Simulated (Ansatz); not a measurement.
# BaPbS3 (model cell, started as cubic perovskite with Pb in the octahedra): following an unstable mode, part 3 of 3

Wanted: the energy along a soft mode of BaPbS3 (model cell, started as cubic perovskite with Pb in the octahedra) and the structure at the end.

Ansatz 0.2.0; DFT PBEsol, scalar-relativistic, plane waves, PAW; PAW set soft_1.

So far. Step 5 (Energy along the mode, all amplitudes (two of the runs …): The lowest of the steps tried is the last one, at 0.6 Å, 66.3 meV/atom below the parent; the bottom of the well need not coincide with a step. Step 7 (The new phase in its own primitive cell): The largest force component left is 0.100 meV/Å and the pressure is -0.002 GPa, within the tolerances set. The cell now holds 26.65 Å³/atom. The relaxed cell has a = 7.487, c = 16.465 Å (conventional setting).

The structure was built from a prototype and need not be the compound's stable phase.

## Step 8: Modes of the new phase, k-mesh 6×6×6

A relaxed structure may still be a saddle point, so its zone-centre modes are computed. No field response is asked, and the gap on the mesh is small against the smearing.

The input, input.yaml:

```yaml
crystal:
  lattice:
    - [3.7436721415, 2.1614101187, 5.4883823497]
    - [-3.7436721415, 2.1614101187, 5.4883823497]
    - [0.0, -4.3228202373, 5.4883823497]
  atoms:
    - { symbol: Ba, position: [0.25, 0.25, 0.25] }
    - { symbol: Ba, position: [0.75, 0.75, 0.75] }
    - { symbol: Pb, position: [0.5, 0.5, 0.5] }
    - { symbol: Pb, position: [0.0, 0.0, 0.0] }
    - { symbol: S, position: [0.6632872763, 0.25, 0.8367127237] }
    - { symbol: S, position: [0.3367127237, 0.75, 0.1632872763] }
    - { symbol: S, position: [0.8367127237, 0.6632872763, 0.25] }
    - { symbol: S, position: [0.1632872763, 0.3367127237, 0.75] }
    - { symbol: S, position: [0.75, 0.1632872763, 0.3367127237] }
    - { symbol: S, position: [0.25, 0.8367127237, 0.6632872763] }
kpoints:
  mp_grid: { grid: [6, 6, 6] }
hamiltonian:
  xc: pbesol
  pseudopotentials: { kind: paw, azcp: { folder: soft_1 }, xc_functional: pbe }
scf:
  occupations: { method: methfessel_paxton, width: 0.2 }
output:
  eigenvalues: true
phonons:
  method: dfpt
```

On the command line:

```sh
$ ansatz run input.yaml --threads 4 --pin off --max-ram 16384MiB --backend cpu --events-out ev --progress --plain --runs-dir out
```

Numbers of over 12 decimals in the logs are rounded to 6 here.

What it wrote:

```text
[...]
Crystal: 10 atoms, lattice volume = 266.459 Å³
Basis set: ecut = 420 eV, 5245 PW (Γ), exchange–correlation on 96×96×96 points (8 copies of the dense FFT grid, shifted against one another)
Bands: 52, of which v1, the nominal top of the filled ones, is band 42 counted from 1 (41 counted from 0)
Symmetry: 12 space group operations
k-points: 112 of 216 (irreducible under 1 space group operation, time reversal used)
[...]
SCF iter   1: F=—  HF=-40563.012737 eV  |F-HF|=—  |Δ(HF+E_count)|=         —  Δρ=3.82e-2  dr2=1.40e1  ethr=3.10e-3  ⟨swp⟩=12.9  Hψ=34329  notcnv=0
[...]
SCF iter  13: F=-40557.649617 eV  HF=-40557.649617 eV  |F-HF|=7.28e-12  |Δ(HF+E_count)|=  2.18e-11  S|Δr|=    0.00e0  Δρ=4.48e-8  dr2=6.78e-12  ethr=1.00e-12  ⟨swp⟩=21.9  Hψ=46827  notcnv=0
SCF 1 converged in 13 iterations: F = -40557.649617 eV  dr2 = 6.78e-12
[...]
DFPT response loops at Γ: preconditioner auto → Kerker (q_TF=auto, 2.251 Å⁻¹) (partly filled bands, converged f_vac=0.000); β = 1.00, the filter's whole step (`scf.mixing.beta` (0.50) is not read by the response loops under this deck's `scf.mixing.preconditioner`; to damp them name `kerker` or `kerker_dos`, under which they read `scf.mixing.beta`, and type it under 1.00, their step now; both keys bind the ground state too); Broyden in place of MSR1
SCF converged after 13 iterations
[...]
Free energy (F): -40557.649617 eV
[...]
Internal energy: -40557.673558 eV  (E = F + TS)
E sigma→0 (E₀):  -40557.655602 eV
Entropy (-TS):   0.023940 eV (2.394 meV/atom)
Fermi energy:    6.802062 eV
[...]
--- Band table (eV; the first three rows and the last of 112) ---
  k-point 0: bands = [... 38 lower, 6.1975, 6.6749, 6.6749, 6.7707, 6.8293, 9.1785, 9.8057, 10.1754, ... 6 higher]
  k-point 1: bands = [... 38 lower, 6.1741, 6.6009, 6.6533, 6.7111, 6.8965, 8.8628, 9.5205, 10.4714, ... 6 higher]
  k-point 2: bands = [... 38 lower, 6.0768, 6.3200, 6.6564, 6.6722, 6.9797, 7.8980, 10.1946, 11.0319, ... 6 higher]
  k-point 111: bands = [... 38 lower, 5.8872, 5.8872, 5.8872, 5.8872, 7.2770, 7.2770, 11.3940, 11.3940, ... 6 higher]
--- Phonons (Γ-DFPT): 6 representative perturbations + reference, on 112 of 216 k-points (Σ response iterations 19) ---
  k mesh reduced under 1 symmetry operation, with k and −k counted as one. Each operation leaves every solved perturbation unchanged. A smaller set is not used because it would not reduce the number of displacements times k-points to solve
  ASR residual: 3.300e-5 → 0.000e0 eV/Å²; symmetrization residual: 9.319e-6 eV/Å²
  ASR residual per site (eV/Å²): 2.83e-5 2.83e-5 3.30e-5 3.30e-5 2.23e-5 2.23e-5 2.54e-5 2.54e-5 2.23e-5 2.23e-5
  Γ frequencies (cm⁻¹): -70.09 -70.09 -46.44 -20.87 -20.87 0.00 0.00 0.00 36.20 40.36 40.36 57.74 71.19 81.26 81.26 106.63 106.63 111.20 160.96 182.44 182.44 185.94 185.94 204.99 230.33 230.33 238.12 286.58 286.58 296.04
  non-analytic LO–TO correction: not included (Born effective charges unavailable; polar crystals: no LO–TO splitting at Γ)
```

Elapsed: 5.6 min, on 4 threads of Arm Neoverse V2, shared host; peak memory 4.8 GiB.

This step gave:

```yaml
sum_rule_residual_before_enforcement: 3.30e-5 eV/Å²
point_group: -3m
highest_optical_mode_at_the_zone_centre_no_lo_to_term: 296.0 cm⁻¹
lowest_optical_zone_centre_mode: -70.09 cm⁻¹
```

Patterns of degenerate modes are one choice out of their space. The modes at Γ (shares of kinetic energy by element, %) (negative means imaginary):

| mode | frequency (cm⁻¹) | symmetry | Ba % | Pb % | S % |
| --- | --- | --- | --- | --- | --- |
| 1 | -70.1 | Eu | 1 | 5 | 94 |
| 2 | -70.1 | Eu | 1 | 5 | 94 |
| 3 | -46.4 | A2u | 15 | 5 | 80 |
| 4 | -20.9 | Eg | 14 | 0 | 86 |
| 5 | -20.9 | Eg | 14 | 0 | 86 |
| 6 | 0.0 | acoustic | 31 | 47 | 22 |
| 7 | 0.0 | acoustic | 31 | 47 | 22 |
| 8 | 0.0 | acoustic | 31 | 47 | 22 |
| 9 | 36.2 | A2g | 84 | 0 | 16 |
| 10 | 40.4 | Eu | 36 | 52 | 12 |
| 11 | 40.4 | Eu | 36 | 52 | 12 |
| 12 | 57.7 | A2u | 54 | 42 | 4 |
| 13 | 71.2 | A2g | 16 | 0 | 84 |
| 14 | 81.3 | Eg | 82 | 0 | 18 |
| 15 | 81.3 | Eg | 82 | 0 | 18 |
| 16 | 106.6 | Eu | 22 | 74 | 4 |
| 17 | 106.6 | Eu | 22 | 74 | 4 |
| 18 | 111.2 | A1u | 0 | 96 | 4 |
| 19 | 161.0 | A1g | 0 | 0 | 100 |
| 20 | 182.4 | Eu | 10 | 16 | 74 |
| 21 | 182.4 | Eu | 10 | 16 | 74 |
| 22 | 185.9 | Eg | 4 | 0 | 96 |
| 23 | 185.9 | Eg | 4 | 0 | 96 |
| 24 | 205.0 | A1u | 0 | 4 | 96 |
| 25 | 230.3 | Eg | 1 | 0 | 99 |
| 26 | 230.3 | Eg | 1 | 0 | 99 |
| 27 | 238.1 | A2u | 0 | 6 | 93 |
| 28 | 286.6 | Eu | 0 | 6 | 94 |
| 29 | 286.6 | Eu | 0 | 6 | 94 |
| 30 | 296.0 | A2g | 0 | 0 | 100 |

Displacements in mode 1 (-70.1 cm⁻¹), the largest set to 1:
```
Ba1  0.00  0.07  0.00
Ba2  0.00  0.07  0.00
Pb3  0.05  0.13  0.00
Pb4 -0.03  0.13  0.00
S5   0.27 -0.18 -0.44
S6   0.27 -0.18 -0.44
S7   0.00 -0.74  1.00
S8   0.00 -0.74  1.00
S9  -0.35 -0.22 -0.56
S10 -0.35 -0.22 -0.56
```

Displacements in mode 5 (-20.9 cm⁻¹), the largest set to 1:
```
Ba1 -0.01 -0.30  0.00
Ba2  0.01  0.30  0.00
Pb3  0.00  0.00  0.00
Pb4  0.00  0.00  0.00
S5   0.19 -0.33 -0.46
S6  -0.19  0.33  0.46
S7  -0.01 -0.72  1.00
S8   0.01  0.72 -1.00
S9   0.25  0.35  0.54
S10 -0.25 -0.35 -0.54
```

Before it was imposed, the acoustic sum rule was missed by 3.3e-5 eV/Å². Small misses are needed for a sound result but don't prove that mesh and cutoff are converged. The lowest optical mode is imaginary, 70.1i cm⁻¹, so the energy falls along it.

## Step 9: Summary of results

| Item | Value |
| --- | --- |
| unstable mode of the parent | q = (-0.5, -0.5, -0.5), 103i cm⁻¹ |
| depth at the lowest point sampled | 66.3 meV/atom |
| largest atomic shift at that point | 0.6 Å |
| space group reached (within 0.01 Å) | R-3c |
| energy gained over the parent (first relaxation, on the mesh of the frozen mode) | 90.1 meV/atom |
| volume per atom, phase reached | 26.6 Å³ |
| gap on the k-mesh, phase reached | 0.0586 eV |
| lowest optical zone-centre mode, phase reached | -70.1 cm⁻¹ |
| highest optical mode at the zone centre (no LO-TO term), phase reached | 296 cm⁻¹ |

Along this mode the structure falls into R-3c, 90.1 meV/atom below the parent. At the parent's cell the well is 66.30 meV/atom deep on the steps tried, with its lowest point at a shift of 0.6 Å. That is the last step tried, so the steps alone don't bracket the bottom of the well. Relaxing atoms and cell changes the gain by +23.84 meV/atom against the lowest step (energies at zero smearing). The new phase still has an imaginary mode at the zone centre of its cell, so it is a saddle point on the way to a lower structure. Of the 4 patterns followed to their end from this parent, this one ends 145 meV/atom above the lowest, I4/mcm. Each path keeps the symmetry of its pattern, so a lower phase may lie along a pattern not tried. With no gap, or one that is small against the smearing, the frequencies hang on the k mesh and the smearing, most of all near Kohn anomalies. Spin-orbit coupling is left out, which can matter for the heavy elements here. The PAW files were made for PBE and serve the other functionals too. A phonon run warned that its eigensolver left some bands unconverged in a pass. The starting cell was built on a prototype and not taken from a measurement, so the phase need not exist.

[Logs are printed without paths, hosts, clocks, repeated set-up lines and the standing remarks that a program may print on its own settings, such as how far it seeks lower states.]

[Hosts, paths, dates, database ids (printed as entryN), source tags and the programs' standing remarks are cut or masked in the printed files.]
